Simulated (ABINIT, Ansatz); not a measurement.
# KTaO3 (Pm-3m): zone-centre phonons, part 2 of 4

Wanted: the vibrations of KTaO3 (Pm-3m) at Γ, by two programs.

ABINIT 10.8.3; DFT LDA, scalar-relativistic, plane waves, PseudoDojo norm-conserving pseudopotentials.

So far. Step 3 (Relaxation): The volume changes by -3.7 % in this run and stands -3.7 % from the first cell. Step 4 (Ground state): The cell stands at -0.95 GPa: the relaxation ran with a smoothed and higher cutoff, and the difference is a stress of the finite basis. The relaxed cell has a = 3.939 Å (conventional setting).

### Step 6. Zone-centre response

The derivative of the wavefunctions by k comes first, since the response to a field is built on it; then the field and the displacements that symmetry doesn't supply are solved at q = 0.

It reads the wavefunctions written in step 4.

dfpt_gamma.abi reads:

```
ndtset 2

# common to the responses
getwfk_filepath "gso_WFK"
kptopt 2
nqpt 1
qpt 0.0 0.0 0.0
asr 0
chneut 0

# d/dk
rfelfd1 2
rfdir1 1 1 1
iscf1 -3
tolwfr1 1.0d-20

# displacements, field
rfphon2 1
rfatpol2 1 5
rfdir2 1 1 1
rfelfd2 3
getddk2 1
tolvrs2 1.0d-10
prtwf2 0

# basis, mesh and filling
ecut 36.0
ngkpt 6 6 6
nshiftk 1
shiftk 0.0 0.0 0.0
istwfk *1
occopt 1
nband 20
nstep 100
diemac 9.0
prtebands 0
prtgsr 0
useylm 1

# cell and atoms
acell 7.443161413 7.443161413 7.443161413
rprim 
    1.0 0.0 0.0
    0.0 1.0 0.0
    0.0 0.0 1.0
ntypat 3
znucl 19 73 8
natom 5
typat 1 2 3 3 3
xred 
    0.5 0.5 0.5
    0.0 0.0 0.0
    0.5 0.0 0.0
    0.0 0.5 0.0
    0.0 0.0 0.5
pp_dirpath "./pseudo"
pseudos "K.upf, Ta.upf, O.upf"
```

Launch:

```
> OMP_NUM_THREADS=1 mpirun -n 4 abinit dfpt_gamma.abi > dfpt_gamma.log
```

Numbers of over 12 decimals in the logs are rounded to 6 here.

dfpt_gamma.abo, the main output file:

```text
[banners, grids, parts of the stress and lines that vanish by symmetry left out]
- input  file    -> dfpt_gamma.abi
- output file    -> dfpt_gamma.abo
- root for input  files -> dfpt_gammai
[...]
DATASET    1 : space group Pm -3 m (#221); Bravais cP (primitive cubic)
[...]
nfft =       91125          nkpt =         112
[...]
DATASET    2 : space group Pm -3 m (#221); Bravais cP (primitive cubic)
[...]
nfft =       91125          nkpt =         112
[...]
== DATASET  1 ==================================================================
[...]
cutoff_energies: {ecut:  36.0, pawecutdg:  -1.0, }
[...]
-  8.00000   6.00000  201201                  znucl, zion, pspdat
[...]
Perturbation : derivative vs k along direction   1
[...]
-ETOT  1  -28.778151918728     -2.878E+01 5.157E-01 0.000E+00
 ETOT  2  -28.964824391413     -1.867E-01 1.053E-02 0.000E+00
 ETOT  3  -28.969933207822     -5.109E-03 7.213E-04 0.000E+00
 ETOT  4  -28.970165512391     -2.323E-04 5.024E-05 0.000E+00
 ETOT  5  -28.970178587652     -1.308E-05 3.359E-06 0.000E+00
[...]
At SCF step   21   max residual=  9.98E-21 < tolwfr=  1.00E-20 =>converged.
[...]
Perturbation : derivative vs k along direction   2
[...]
-ETOT  1  -28.777538639934     -2.878E+01 5.157E-01 0.000E+00
[...]
At SCF step   22   max residual=  9.98E-21 < tolwfr=  1.00E-20 =>converged.
[...]
Perturbation : derivative vs k along direction   3
[...]
-ETOT  1  -28.778151945926     -2.878E+01 5.157E-01 0.000E+00
[...]
At SCF step   22   max residual=  9.98E-21 < tolwfr=  1.00E-20 =>converged.
[...]
1        1       0.6999567109   -0.0000000000
     1        2       0.0000000000    0.0000000000
     1        3       0.0000000000    0.0000000000
     2        1       0.0000000000    0.0000000000
     2        2       0.6999567108    0.0000000000
     2        3       0.0000000000    0.0000000000
     3        1       0.0000000000    0.0000000000
     3        2       0.0000000000    0.0000000000
     3        3       0.6999567107   -0.0000000000
[...]
== DATASET  2 ==================================================================
[...]
cutoff_energies: {ecut:  36.0, pawecutdg:  -1.0, }
[...]
Perturbation : displacement of atom   1   along direction   1
[...]
-ETOT  1   4.134375     -1.813E+03 5.100E+00 3.304E+02
[...]
At SCF step   11       vres2   =  9.46E-12 < tolvrs=  1.00E-10 =>converged.
[...]
Perturbation : displacement of atom   2   along direction   1
[...]
-ETOT  1   4.278528     -2.537E+03 1.307E+01 8.309E+02
[...]
At SCF step   11       vres2   =  9.78E-11 < tolvrs=  1.00E-10 =>converged.
[...]
Perturbation : displacement of atom   3   along direction   1
[...]
-ETOT  1   19.232216343797     -3.368E+03 5.682E+00 1.859E+04
[...]
At SCF step   11       vres2   =  5.38E-11 < tolvrs=  1.00E-10 =>converged.
[...]
Perturbation : displacement of atom   3   along direction   2
[...]
-ETOT  1   6.992525     -3.358E+03 3.057E+00 6.067E+03
[...]
At SCF step   12       vres2   =  9.67E-11 < tolvrs=  1.00E-10 =>converged.
[...]
Perturbation : homogeneous electric field along direction   1
[...]
-ETOT  1  -100.95809568519     -1.010E+02 1.962E+00 4.461E+03
[...]
ETOT 11  -103.80563439169     -3.477E-11 9.781E-11 1.998E-10
 ETOT 12  -103.80563439169     -4.178E-12 1.438E-11 2.126E-11
 At SCF step   12       vres2   =  2.13E-11 < tolvrs=  1.00E-10 =>converged.
[...]
Dielectric tensor, in cartesian coordinates,
[...]
1    7   1    7         5.4392910872        -0.0000000000
   1    7   2    7        -0.0000000000        -0.0000000000
   1    7   3    7        -0.0000000000        -0.0000000000
   2    7   1    7        -0.0000000000        -0.0000000000
   2    7   2    7         5.4392910872        -0.0000000000
   2    7   3    7        -0.0000000000        -0.0000000000
   3    7   1    7        -0.0000000000        -0.0000000000
   3    7   2    7        -0.0000000000        -0.0000000000
   3    7   3    7         5.4392910872        -0.0000000000
  Effective charges, in cartesian coordinates,
[...]
1    1   1    7         1.1547347607         0.0000000000
   2    1   1    7         0.0000000000         0.0000000000
   3    1   1    7         0.0000000000         0.0000000000
   1    2   1    7         8.7202874691         0.0000000000
   2    2   1    7         0.0000000000         0.0000000000
[...]
Effective charges, in cartesian coordinates,
[...]
2    7   1    5         0.0000000000         0.0000000000
   3    7   1    5         0.0000000000         0.0000000000
   1    7   2    5         0.0000000000         0.0000000000
   2    7   2    5        -1.7045822869         0.0000000000
   3    7   2    5         0.0000000000         0.0000000000
   1    7   3    5         0.0000000000         0.0000000000
   2    7   3    5         0.0000000000         0.0000000000
   3    7   3    5        -6.4963302832         0.0000000000
  Phonon wavevector (reduced coordinates) :  0.00000  0.00000  0.00000
 Phonon energies in Hartree :
[...]
Phonon frequencies in cm-1    :
- -1.358989E+00 -1.358989E+00 -1.358989E+00  9.052904E+01  9.052904E+01
-  9.052904E+01  1.843402E+02  1.843402E+02  1.843402E+02  2.484020E+02
-  2.484020E+02  2.484020E+02  5.542844E+02  5.542844E+02  5.542844E+02
  Phonon at Gamma, with non-analyticity in the
[...]
Phonon energies in Hartree :
[...]
Phonon frequencies in cm-1    :
- -1.358989E+00 -1.358989E+00 -1.348983E+00  9.052904E+01  9.052904E+01
-  1.757909E+02  1.843402E+02  1.843402E+02  2.484020E+02  2.484020E+02
-  2.484020E+02  3.993940E+02  5.542844E+02  5.542844E+02  8.188671E+02
  Phonon at Gamma, with non-analyticity in the
[...]
Phonon energies in Hartree :
[...]
Phonon frequencies in cm-1    :
- -1.358989E+00 -1.358989E+00 -1.348983E+00  9.052904E+01  9.052904E+01
-  1.757909E+02  1.843402E+02  1.843402E+02  2.484020E+02  2.484020E+02
-  2.484020E+02  3.993940E+02  5.542844E+02  5.542844E+02  8.188671E+02
  Phonon at Gamma, with non-analyticity in the
[...]
Phonon energies in Hartree :
[...]
Phonon frequencies in cm-1    :
- -1.358989E+00 -1.358989E+00 -1.348984E+00  9.052904E+01  9.052904E+01
-  1.757909E+02  1.843402E+02  1.843402E+02  2.484020E+02  2.484020E+02
-  2.484020E+02  3.993940E+02  5.542844E+02  5.542844E+02  8.188671E+02
[...]
fcart2     0.0000000000E+00  0.0000000000E+00  0.0000000000E+00
           strten2     0.0000000000E+00  0.0000000000E+00  0.0000000000E+00
================================================================================
```

The job ended after 11 min (4 MPI ranks of Arm Neoverse V2, shared host; 43 min of CPU time).

Numbers from this step:

```
miss of the charge sum rule                                       : 0.03047 e
largest acoustic frequency at the zone centre before the sum rule : -1.36 cm⁻¹
highest optical zone-centre mode (no LO-TO term)                  : 554.3 cm⁻¹
lowest optical zone-centre mode                                   : 90.53 cm⁻¹
mean high-frequency dielectric constant                           : 5.439
largest Born charge in size (third of the trace)                  : 8.720 e
```

Born charge (rows field, columns displacement), before the sum rule (e), principal values of the symmetric part by kind of site:

```
atom  atoms with these values    low  middle   high   mean
  K1                        1   1.15    1.15   1.15   1.15
 Ta2                        1   8.72    8.72   8.72   8.72
  O3                        3  -6.50   -1.70  -1.70  -3.30
```

In full for Ta2:

```
8.72 0.00 0.00
0.00 8.72 0.00
0.00 0.00 8.72
```

High-frequency dielectric tensor:

```
5.44 0.00 0.00
0.00 5.44 0.00
0.00 0.00 5.44
```

The acoustic modes at Γ come out as far as 1.4 cm⁻¹ from zero, where they should vanish, a small numerical error; the Born charges miss their sum rule by 0.030 e, which is fair.

### Step 7. Modes with the sum rule

anaddb reads the merged derivatives, imposes the acoustic sum rule and charge neutrality, and adds the LO-TO term along chosen directions.

anaddb.abi reads:

```
ddb_filepath "gamma_DDB"
output_file "anaddb.abo"
outdata_prefix "anaddb"
asr 1
chneut 1
enunit 2
eivec 1
nph1l 1
qph1l 0.0 0.0 0.0 1.0
dieflag 1
nph2l 3
qph2l 
    1.0 0.0 0.0 0.0
    0.0 0.0 1.0 0.0
    1.0 1.0 1.0 0.0
```

mrgddb.in reads:

```
gamma_DDB
merged
2
dfpt_gammao_DS2_DDB
gso_DDB
```

Launch:

```
> mrgddb < mrgddb.in > mrgddb.log
> OMP_NUM_THREADS=1 anaddb anaddb.abi > anaddb.log
```

anaddb.abo, the main output file:

```text
[banners, grids, parts of the stress and lines that vanish by symmetry left out]
-outvars_anaddb: echo values of input variables ----------------------

 Flags :
[...]
Dielectric Tensor and Effective Charges
[...]
Effective charge tensors after
[...]
Phonon wavevector (reduced coordinates) :  0.00000  0.00000  0.00000
 Phonon energies in Hartree :
[...]
Phonon energies in meV     :
-  0.000000E+00  0.000000E+00  0.000000E+00  1.123220E+01  1.123220E+01
-  1.123220E+01  2.285599E+01  2.285599E+01  2.285599E+01  3.080702E+01
-  3.080702E+01  3.080702E+01  6.872009E+01  6.872009E+01  6.872009E+01
 Phonon frequencies in cm-1    :
-  0.000000E+00  0.000000E+00  0.000000E+00  9.059377E+01  9.059377E+01
-  9.059377E+01  1.843460E+02  1.843460E+02  1.843460E+02  2.484754E+02
-  2.484754E+02  2.484754E+02  5.542649E+02  5.542649E+02  5.542649E+02
 Phonon frequencies in Thz     :
-  0.000000E+00  0.000000E+00  0.000000E+00  2.715933E+00  2.715933E+00
-  2.715933E+00  5.526555E+00  5.526555E+00  5.526555E+00  7.449105E+00
-  7.449105E+00  7.449105E+00  1.661644E+01  1.661644E+01  1.661644E+01
 Phonon energies in Kelvin  :
-  0.000000E+00  0.000000E+00  0.000000E+00  1.303442E+02  1.303442E+02
-  1.303442E+02  2.652328E+02  2.652328E+02  2.652328E+02  3.575007E+02
-  3.575007E+02  3.575007E+02  7.974635E+02  7.974635E+02  7.974635E+02
[...]
-  1  0.00000000E+00  0.00000000E+00  1.43059470E-03
-     0.00000000E+00  0.00000000E+00  0.00000000E+00
-  2  0.00000000E+00  0.00000000E+00  1.43059464E-03
-     0.00000000E+00  0.00000000E+00  0.00000000E+00
-  3  0.00000000E+00  0.00000000E+00  1.43059435E-03
-     0.00000000E+00  0.00000000E+00  0.00000000E+00
-  4  0.00000000E+00  0.00000000E+00  1.43059435E-03
-     0.00000000E+00  0.00000000E+00  0.00000000E+00
-  5  0.00000000E+00  0.00000000E+00  1.43059436E-03
-     0.00000000E+00  0.00000000E+00  0.00000000E+00
[...]
-  1  0.00000000E+00 -1.43059470E-03  0.00000000E+00
-     0.00000000E+00  0.00000000E+00  0.00000000E+00
-  2  0.00000000E+00 -1.43059464E-03  0.00000000E+00
-     0.00000000E+00  0.00000000E+00  0.00000000E+00
-  3  0.00000000E+00 -1.43059435E-03  0.00000000E+00
-     0.00000000E+00  0.00000000E+00  0.00000000E+00
-  4  0.00000000E+00 -1.43059436E-03  0.00000000E+00
-     0.00000000E+00  0.00000000E+00  0.00000000E+00
-  5  0.00000000E+00 -1.43059435E-03  0.00000000E+00
-     0.00000000E+00  0.00000000E+00  0.00000000E+00
[...]
-  1  1.43059470E-03  0.00000000E+00  0.00000000E+00
-     0.00000000E+00  0.00000000E+00  0.00000000E+00
-  2  1.43059464E-03  0.00000000E+00  0.00000000E+00
-     0.00000000E+00  0.00000000E+00  0.00000000E+00
-  3  1.43059436E-03  0.00000000E+00  0.00000000E+00
-     0.00000000E+00  0.00000000E+00  0.00000000E+00
-  4  1.43059435E-03  0.00000000E+00  0.00000000E+00
-     0.00000000E+00  0.00000000E+00  0.00000000E+00
[...]
-  5  2.12536922E-03  0.00000000E+00  0.00000000E+00
-     0.00000000E+00  0.00000000E+00  0.00000000E+00
[...]
-     1          0.000000    -0.000000     0.000001     0.000001
-     2          0.000000    -0.000001    -0.000000     0.000001
[...]
-   1     Real    0.0000E+00  0.0000E+00  0.0000E+00  0.0000E+00  0.0000E+00  0.0000E+00  0.0000E+00
[...]
-   2     Real    0.0000E+00  0.0000E+00  0.0000E+00  0.0000E+00  0.0000E+00  0.0000E+00  0.0000E+00
[...]
-   3     Real    0.0000E+00  0.0000E+00  0.0000E+00  0.0000E+00  0.0000E+00  0.0000E+00  0.0000E+00
[...]
-   4     Real    0.0000E+00  3.5114E-13  1.0903E-03 -2.4138E-14 -1.3450E-09  1.9567E-08  1.0903E-03
[...]
-   5     Real    5.8407E-13  1.0903E-03  3.5114E-13  2.5236E-08 -4.5287E-13 -1.9567E-08  1.0903E-03
[...]
-   6     Real    1.0903E-03  5.8407E-13  0.0000E+00 -2.5236E-08  1.3455E-09 -3.1141E-14  1.0903E-03
[...]
-   7     Real    0.0000E+00  0.0000E+00  1.2947E-04  0.0000E+00  1.3799E-10  1.2639E-10  1.2947E-04
[...]
-   8     Real    2.0049E-14  1.2947E-04  0.0000E+00  1.6111E-09  0.0000E+00 -1.2639E-10  1.2947E-04
[...]
-   9     Real    1.2947E-04  2.0049E-14  0.0000E+00 -1.6111E-09 -1.3798E-10  0.0000E+00  1.2947E-04
[...]
-  10     Real    0.0000E+00  0.0000E+00  0.0000E+00  0.0000E+00  0.0000E+00  0.0000E+00  0.0000E+00
[...]
-  11     Real    0.0000E+00  0.0000E+00  0.0000E+00  0.0000E+00  0.0000E+00  0.0000E+00  0.0000E+00
[...]
-  12     Real    0.0000E+00  0.0000E+00  0.0000E+00  0.0000E+00  0.0000E+00  0.0000E+00  0.0000E+00
[...]
-  13     Real    0.0000E+00  0.0000E+00  6.7209E-04  0.0000E+00  0.0000E+00  0.0000E+00  6.7209E-04
[...]
-  14     Real    0.0000E+00  6.7209E-04  0.0000E+00 -1.0961E-09  0.0000E+00  0.0000E+00  6.7209E-04
[...]
-  15     Real    6.7209E-04  0.0000E+00  0.0000E+00  1.0961E-09  0.0000E+00  0.0000E+00  6.7209E-04
[...]
Phonon at Gamma, with non-analyticity in the
[...]
Phonon energies in Hartree :
[...]
Phonon energies in meV     :
[...]
Phonon frequencies in cm-1    :
[...]
Phonon frequencies in Thz     :
[...]
Phonon energies in Kelvin  :
[...]
-  2.528933E+02  2.652328E+02  2.652328E+02  3.575007E+02  3.575007E+02
-  3.575007E+02  5.742542E+02  7.974635E+02  7.974635E+02  1.177497E+03
[...]
-  1  0.00000000E+00  0.00000000E+00  1.43059470E-03
-     0.00000000E+00  0.00000000E+00  0.00000000E+00
-  2  0.00000000E+00  0.00000000E+00  1.43059464E-03
-     0.00000000E+00  0.00000000E+00  0.00000000E+00
-  3  0.00000000E+00  0.00000000E+00  1.43059435E-03
-     0.00000000E+00  0.00000000E+00  0.00000000E+00
-  4  0.00000000E+00  0.00000000E+00  1.43059435E-03
-     0.00000000E+00  0.00000000E+00  0.00000000E+00
-  5  0.00000000E+00  0.00000000E+00  1.43059436E-03
-     0.00000000E+00  0.00000000E+00  0.00000000E+00
[...]
Phonon at Gamma, with non-analyticity in the
[...]
Phonon energies in Hartree :
[...]
Phonon energies in meV     :
-  0.000000E+00  0.000000E+00  0.000000E+00  1.123220E+01  1.123220E+01
-  2.179266E+01  2.285599E+01  2.285599E+01  3.080702E+01  3.080702E+01
-  3.080702E+01  4.948540E+01  6.872009E+01  6.872009E+01  1.014688E+02
 Phonon frequencies in cm-1    :
-  0.000000E+00  0.000000E+00  0.000000E+00  9.059377E+01  9.059377E+01
[...]
Phonon frequencies in Thz     :
[...]
Phonon energies in Kelvin  :
[...]
Phonon at Gamma, with non-analyticity in the
[...]
Phonon energies in Hartree :
[...]
Phonon energies in meV     :
[...]
Phonon frequencies in cm-1    :
[...]
Phonon frequencies in Thz     :
[...]
Phonon energies in Kelvin  :
[...]
-  2.528933E+02  2.652328E+02  2.652328E+02  3.575007E+02  3.575007E+02
-  3.575007E+02  5.742542E+02  7.974635E+02  7.974635E+02  1.177497E+03
[...]
-  4  1.70612912E-03  2.66413127E-03 -5.78401640E-04
-     0.00000000E+00  0.00000000E+00  0.00000000E+00
-  5  1.70612912E-03 -1.12772748E-03  1.36640981E-03
-     0.00000000E+00  0.00000000E+00  0.00000000E+00
[...]
Direction                     Dielectric constant
[...]
0.00000   0.00000   1.00000    209.25946578
   1.00000   1.00000   1.00000    209.25946577
-
```

Wall time 0.51 s (1 thread).

This step gave:

```yaml
lowest_optical_zone_centre_mode: 90.59 cm⁻¹
mean_static_dielectric_constant: 209.3
highest_mode_moved_by_the_lo_to_term: 818.4 cm⁻¹
```

No LO-TO term; unit eigenvectors of the mass-weighted matrix, from anaddb's displacements. Modes at Γ, with each element's share of the kinetic energy:

| mode | frequency (cm⁻¹) | symmetry | K % | Ta % | O % |
| --- | --- | --- | --- | --- | --- |
| 1 | 0.0 | acoustic | 15 | 68 | 18 |
| 2 | 0.0 | acoustic | 15 | 68 | 18 |
| 3 | 0.0 | acoustic | 15 | 68 | 18 |
| 4 | 90.6 | T1u | 4 | 27 | 70 |
| 5 | 90.6 | T1u | 4 | 27 | 70 |
| 6 | 90.6 | T1u | 4 | 27 | 70 |
| 7 | 184.3 | T1u | 82 | 6 | 13 |
| 8 | 184.3 | T1u | 82 | 6 | 13 |
| 9 | 184.3 | T1u | 82 | 6 | 13 |
| 10 | 248.5 | T2u | 0 | 0 | 100 |
| 11 | 248.5 | T2u | 0 | 0 | 100 |
| 12 | 248.5 | T2u | 0 | 0 | 100 |
| 13 | 554.3 | T1u | 0 | 0 | 100 |
| 14 | 554.3 | T1u | 0 | 0 | 100 |
| 15 | 554.3 | T1u | 0 | 0 | 100 |

Displacements in mode 4 (90.6 cm⁻¹), the largest set to 1:
```
K1   0.00  0.00 -0.24
Ta2  0.00  0.00  0.30
O3   0.00  0.00 -1.00
O4   0.00  0.00 -1.00
O5   0.00  0.00 -0.81
```

Displacements in mode 10 (248.5 cm⁻¹), the largest set to 1:
```
K1   0.00  0.00  0.00
Ta2  0.00  0.00  0.00
O3   0.00  0.00  1.00
O4   0.00  0.00 -1.00
O5   0.00  0.00  0.00
```

Trace of the oscillator strength, degenerate modes summed. Infrared lines, with heights relative to the strongest:

```
position (cm⁻¹)  lines merged  IR intensity, relative
             91             3                     100
            184             3                      12
            248             3                     0.0
            554             3                      62
```

Static dielectric tensor (ions relaxed, fixed cell):

```
209.3   0.0   0.0
  0.0 209.3   0.0
  0.0   0.0 209.3
```

The rule moves no optical mode by more than 0.1 cm⁻¹.

(Part 2 of 4 ends here.)

[Host names and launcher messages were left out of these logs when they were recorded.]

[Logs are printed without paths, hosts, clocks, repeated set-up lines and the standing remarks that a program may print on its own settings, such as how far it seeks lower states.]

[Hosts, paths, dates, database ids (printed as entryN), source tags and the programs' standing remarks are cut or masked in the printed files.]
